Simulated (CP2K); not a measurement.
Consider 3-acetylpyridine at its PBE geometry (Å).

```xyz
16

C    -2.4502    0.3151    0.6100
C    -1.5865   -0.4719   -0.3579
O    -2.0943   -1.2532   -1.1624
C    -0.0998   -0.2778   -0.3109
C     0.5300    0.5711    0.6102
C     1.9192    0.6799    0.5897
C     2.6332   -0.0625   -0.3547
N     2.0570   -0.8826   -1.2549
C     0.7188   -0.9764   -1.2193
H    -2.2982    1.3970    0.4853
H    -2.1938    0.0704    1.6516
H    -3.5007    0.0699    0.4291
H    -0.0518    1.1367    1.3371
H     2.4451    1.3257    1.2918
H     3.7234   -0.0010   -0.3975
H     0.2486   -1.6405   -1.9472
```

Method: CP2K XAS_TDP, all-electron GAPW, PBEh(45%), aug-cc-pVDZ, TDA, GW2X-corrected core level, no relativity.

Question: Where do the O K-edge lines lie, and how strong are they?

Leading lines: O3 530.79 eV. The leading line of an atom is its first one with 35 % of the strongest within 2.5 eV of its lowest line over the strength cut. Core ionisation energies at this level: O3 537.63 eV.

The first six lines of each atom with a strength over 0.0015:

```tsv
atom	energy (eV)	states	strength, one atom	above the computed threshold
O3 (bonded to C)	530.79	1	0.0411	
	536.24	1	0.0031	
	538.92	1	0.0018	yes
	539.23	1	0.0021	yes
	539.46	1	0.0041	yes
	539.86	1	0.0018	yes
```

Lines are vertical, at one geometry, with no vibrational structure. GW2X ionisation energies and lines can be off by 1 to 2 eV either way, and a good line position may hide errors that cancel. These values hold no scalar relativity, about 0.4 eV for O 1s. Rydberg lines, and the discretised continuum above threshold, depend on the basis and the box.

[Banner, clock and machine lines of the logs are left out without a mark of their own.]

[Logs are printed without paths, hosts, clocks, repeated set-up lines and the standing remarks that a program may print on its own settings, such as how far it seeks lower states.]

[Hosts, paths, dates, database ids (printed as entryN), source tags and the programs' standing remarks are cut or masked in the printed files.]
